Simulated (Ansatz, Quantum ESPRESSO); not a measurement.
# Cl-CC-Cl chair, 1 layer: response to a perpendicular field, part 6 of 6

How does Cl-CC-Cl chair, 1 layer respond to a gate-like field without added charge?

Quantum ESPRESSO 7.5; plane-wave DFT, LDA, GBRV ultrasoft pseudopotentials; geometry and cross-check by Ansatz 0.2.0 with PAW datasets.

So far. Step 14 (Valence density): The density integrates to 22.000 electrons, as the 22 of the input ask. Step 19 (Cross-check with Ansatz: field 0.1 V/Å): At 0.1 V/Å Ansatz's dipole is 0.0222 e Å against 0.0222 from pw.x, under another functional.

### Step 22. Ground state, with eopreg = 0.01

A sensitivity test on the input.

Level of this step: plane-wave DFT, LDA, GBRV ultrasoft pseudopotentials (Quantum ESPRESSO 7.5).

The input, f1.w0.in:

```
&control
  prefix = 'f1.w0'
  outdir = './out'
  pseudo_dir = './pseudo'
  calculation = 'scf'
  tprnfor = .true.
  tefield = .true.
  dipfield = .true.
/
&system
  ibrav = 0
  nat = 4
  ntyp = 2
  ecutwfc = 40
  ecutrho = 200
  occupations = 'smearing'
  smearing = 'fd'
  degauss = 0.004
  edir = 3
  emaxpos = 0.97
  eopreg = 0.01
  eamp = 0.00194469
/
&electrons
  conv_thr = 1e-09
  mixing_beta = 0.4
  electron_maxstep = 120
  mixing_mode = 'plain'
/
ATOMIC_SPECIES
  Cl  35.4500  cl_lda_v1.4.uspp.F.UPF
  C   12.0110  c_lda_v1.2.uspp.F.UPF
CELL_PARAMETERS angstrom
  2.91237012967507 -0.00000000000000 0.00000000000000
  -1.45618506483753 2.52218651752159 -0.00000000000000
  0.00000000000000 0.00000000000000 21.06666666670000
ATOMIC_POSITIONS crystal
  Cl  0.666666666667 0.333333333333 0.404701050838
  C   0.666666666667 0.333333333333 0.487918350352
  C   0.333333333333 0.666666666667 0.512081630929
  Cl  0.333333333333 0.666666666667 0.595298967881
K_POINTS automatic
  12 12 1 0 0 0
```

The run is started by

```bash
> OMP_NUM_THREADS=1 mpirun -n 2 pw.x -nk 2 -in f1.w0.in > f1.w0.out
```

Log:

```text
[banner, memory and clock lines left out]
Program PWSCF v.7.5 starts
[citation notice left out]

[...]
bravais-lattice index     =            0
     lattice parameter (alat)  =       5.5036  a.u.
     unit-cell volume          =    1044.2782 (a.u.)^3
     number of atoms/cell      =            4
     number of atomic types    =            2
     number of electrons       =        22.00
     number of Kohn-Sham states=           15
     kinetic-energy cutoff     =      40.0000  Ry
     charge density cutoff     =     200.0000  Ry
     scf convergence threshold =      1.0E-09
     mixing beta               =       0.4000
     number of iterations used =            8  plain     mixing
     Exchange-correlation= SLA  PZ   NOGX NOGC
                           (   1   1   0   0   0   0   0)

[...]
PseudoPot. # 1 for Cl read from file:
     ./pseudo/cl_lda_v1.4.uspp.F.UPF
     Pseudo is Ultrasoft + core correction, Zval =  7.0
     Generated by new atomic code, or converted to UPF format
     Using radial grid of  909 points,  6 beta functions with:
                l(1) =   0
                l(2) =   0
                l(3) =   1
                l(4) =   1
                l(5) =   2
                l(6) =   2
     Q(r) pseudized with  8 coefficients,  rinner =    1.300   1.300   1.300
                                                       1.300   1.300

     PseudoPot. # 2 for C  read from file:
     ./pseudo/c_lda_v1.2.uspp.F.UPF
     Pseudo is Ultrasoft + core correction, Zval =  4.0
     Generated by new atomic code, or converted to UPF format
     Using radial grid of  721 points,  4 beta functions with:
                l(1) =   0
                l(2) =   0
                l(3) =   1
                l(4) =   1
     Q(r) pseudized with  8 coefficients,  rinner =    1.100   1.100   1.100

     atomic species   valence    mass     pseudopotential
     Cl                7.00    35.45000     Cl( 1.00)
     C                 4.00    12.01100     C ( 1.00)

     No symmetry found

[...]
number of k points=    74  Fermi-Dirac smearing, width (Ry)=  0.0040
[...]
Dense  grid:    49979 G-vectors     FFT dimensions: (  25,  25, 180)

     Smooth grid:    35561 G-vectors     FFT dimensions: (  24,  24, 162)

     Initial potential from superposition of free atoms

     starting charge      21.9999, renormalised to      22.0000

     negative rho (up, down):  2.929E-02 0.000E+00

     Adding external electric field

     Computed dipole along edir(3) :
        Dipole                0.0000 Ry au,          0.0000 Debye
        Dipole field          0.0000 Ry au,

        E field amplitude [Ha a.u.]:  1.9447E-03
        Potential amp.        0.1533 Ry
        Total length         39.4121 bohr

     Starting wfcs are   16 randomized atomic wfcs

     per-process dynamical memory:    71.3 Mb

     Self-consistent Calculation

     iteration #  1     ecut=    40.00 Ry     beta= 0.40
     Davidson diagonalization with overlap
     ethr =  1.00E-02,  avg # of iterations =  3.1

     Threshold (ethr) on eigenvalues was too large:
     Diagonalizing with lowered threshold

     Davidson diagonalization with overlap
     ethr =  3.93E-04,  avg # of iterations =  3.6

     negative rho (up, down):  2.918E-02 0.000E+00

     Adding external electric field

     Computed dipole along edir(3) :
        Dipole                0.1065 Ry au,          0.2706 Debye
        Dipole field          0.0013 Ry au,

        E field amplitude [Ha a.u.]:  1.9447E-03
        Potential amp.        0.0523 Ry
        Total length         39.4121 bohr

     total energy              =     -89.43632242 Ry
     estimated scf accuracy    <       0.08929611 Ry

     iteration #  2     ecut=    40.00 Ry     beta= 0.40
[...]
negative rho (up, down):  2.893E-02 0.000E+00

[...]
Dipole               -0.0649 Ry au,         -0.1651 Debye
[...]
E field amplitude [Ha a.u.]:  1.9447E-03
[...]
total energy              =     -89.43316660 Ry
     estimated scf accuracy    <       0.03155746 Ry

     iteration #  3     ecut=    40.00 Ry     beta= 0.40
[...]
negative rho (up, down):  2.867E-02 0.000E+00

[...]
Dipole                0.0725 Ry au,          0.1844 Debye
[...]
E field amplitude [Ha a.u.]:  1.9447E-03
[...]
total energy              =     -89.43288357 Ry
     estimated scf accuracy    <       0.03371423 Ry

     iteration #  4     ecut=    40.00 Ry     beta= 0.40
[...]
negative rho (up, down):  2.851E-02 0.000E+00

[...]
Dipole                0.0426 Ry au,          0.1084 Debye
[...]
E field amplitude [Ha a.u.]:  1.9447E-03
[...]
total energy              =     -89.43730097 Ry
     estimated scf accuracy    <       0.00373649 Ry

     iteration #  5     ecut=    40.00 Ry     beta= 0.40
[...]
negative rho (up, down):  2.825E-02 0.000E+00

[...]
Dipole                0.0389 Ry au,          0.0988 Debye
[...]
E field amplitude [Ha a.u.]:  1.9447E-03
[...]
total energy              =     -89.43781792 Ry
     estimated scf accuracy    <       0.00022922 Ry

     iteration #  6     ecut=    40.00 Ry     beta= 0.40
[...]
negative rho (up, down):  2.821E-02 0.000E+00

[...]
Dipole                0.0426 Ry au,          0.1084 Debye
[...]
E field amplitude [Ha a.u.]:  1.9447E-03
[...]
total energy              =     -89.43786022 Ry
     estimated scf accuracy    <       0.00002493 Ry

     iteration #  7     ecut=    40.00 Ry     beta= 0.40
[...]
negative rho (up, down):  2.819E-02 0.000E+00

[...]
Dipole                0.0422 Ry au,          0.1073 Debye
[...]
E field amplitude [Ha a.u.]:  1.9447E-03
[...]
total energy              =     -89.43786976 Ry
     estimated scf accuracy    <       0.00000165 Ry

     iteration #  8     ecut=    40.00 Ry     beta= 0.40
[...]
negative rho (up, down):  2.818E-02 0.000E+00

[...]
Dipole                0.0419 Ry au,          0.1066 Debye
[...]
E field amplitude [Ha a.u.]:  1.9447E-03
[...]
total energy              =     -89.43786996 Ry
     estimated scf accuracy    <       0.00000018 Ry

     iteration #  9     ecut=    40.00 Ry     beta= 0.40
[...]
negative rho (up, down):  2.818E-02 0.000E+00

[...]
Dipole                0.0420 Ry au,          0.1067 Debye
[...]
E field amplitude [Ha a.u.]:  1.9447E-03
[...]
total energy              =     -89.43787001 Ry
     estimated scf accuracy    <          9.9E-09 Ry

     iteration # 10     ecut=    40.00 Ry     beta= 0.40
[...]
negative rho (up, down):  2.818E-02 0.000E+00

[...]
Dipole                0.0421 Ry au,          0.1069 Debye
[...]
E field amplitude [Ha a.u.]:  1.9447E-03
[...]
End of self-consistent calculation

          k = 0.0000 0.0000 0.0000 (  4533 PWs)   bands (ev):

   -19.9513 -18.4755 -14.8248  -9.6170  -5.9755  -4.4014  -4.4014  -1.3524
    -1.3524  -0.0760  -0.0760   1.3896   1.7793   2.9255   3.5625

          k = 0.0000 0.0962 0.0000 (  4531 PWs)   bands (ev):

   -19.8466 -18.3904 -14.7281  -9.5500  -5.9926  -5.0243  -4.5974  -1.7932
    -1.4188  -0.5712  -0.1766   1.6323   2.0912   3.0022   3.6142

[...]
the Fermi energy is     0.6780 ev

!    total energy              =     -89.43787001 Ry
     estimated scf accuracy    <          9.4E-10 Ry
     smearing contrib. (-TS)   =      -0.00000000 Ry
     internal energy E=F+TS    =     -89.43787000 Ry

     The total energy is F=E-TS. E is the sum of the following terms:
     one-electron contribution =    -802.72543722 Ry
     hartree contribution      =     406.78113011 Ry
     xc contribution           =     -25.79703234 Ry
     ewald contribution        =     332.30361178 Ry
     electric field correction =      -0.00014234 Ry

     convergence has been achieved in  10 iterations

     negative rho (up, down):  2.818E-02 0.000E+00

     Forces acting on atoms (cartesian axes, Ry/au):

     atom    1 type  1   force =     0.00000010   -0.00000009    0.01677628
     atom    2 type  2   force =    -0.00000009   -0.00000003   -0.00037523
     atom    3 type  2   force =    -0.00000003   -0.00000004    0.00191531
     atom    4 type  1   force =     0.00000002    0.00000015   -0.01831635

     Total force =     0.024915     Total SCF correction =     0.000106

[...]
```

Elapsed: 50 s, on 2 MPI ranks of Arm Neoverse V2, shared host; peak memory 0.25 GiB.

Beside the run it was changed from:

```csv
quantity,this run,unchanged run,difference
dipole along the normal (e·Å),0.02226,0.02221,4.2e-5
free energy (eV),-1216.864,-1216.864,0
wall time (s),50,51,
SCF iterations,10,9,
```

The free energy moves by +0 meV an atom.

This run starts from superposed atoms, the unchanged one from a saved density, so their iteration counts don't compare.

The physical values in this table move by up to 0.19 %.

### Step 23. Worked from the printed numbers

α = Δp/E = (0.02221 − (0.00002)) e Å / 0.1 V/Å = 0.2219 e Å²/V; times e/(4πε₀) = 14.40 V Å this is 3.196 Å³. With A = 7.346 Å², 4πα/A = 5.467 Å.

### Step 24. Summary of results

```yaml
polarisability_along_the_normal_a_cell: 3.20 Å³
sheet_polarisability_4pi_alpha_a: 5.47 Å
dipole_without_a_field: 0 e·Å
kohn_sham_ionisation_potential_upper_face: 4.15 eV
gap_along_the_path_at_0_v_a: 1.47 eV
gap_along_the_path_at_0p2_v_a: 1.46 eV
gap_along_the_path_at_minus_0p2_v_a: 1.46 eV
```

**Reading.** The sheet answers a field with a polarisability of 3.20 Å³ a cell, or 4πα/A = 5.47 Å (LDA, GBRV ultrasoft). In pw.x the dipole follows the field linearly over the range tried. A perfect conductor 5.47 Å thick would screen alike; the outer atoms lie 4.02 Å apart. At 0.1 V/Å the sheet takes 0.547 eV off the potential drop. At 0.2 V/Å the gap along the path is unchanged within 0.01 eV. Quantum ESPRESSO and Ansatz give 3.196 and 3.191 Å³ for the polarisability (pw.x from 0 and 0.1 V/Å, Ansatz from ±0.1 V/Å, under PBE), which agree. The ions stay at their zero-field places, so this is the electrons' response alone. Semilocal gaps are too small, and in strong fields empty levels can belong to the vacuum.

[Logs are printed without paths, hosts, clocks, repeated set-up lines and the standing remarks that a program may print on its own settings, such as how far it seeks lower states.]

[Hosts, paths, dates, database ids (printed as entryN), source tags and the programs' standing remarks are cut or masked in the printed files.]

[Maps of the electrostatic potential energy from Ansatz leave out the sawtooth potential of an applied field or a dipole correction, so their vacuum need not be flat; planar profiles and work functions include it.]
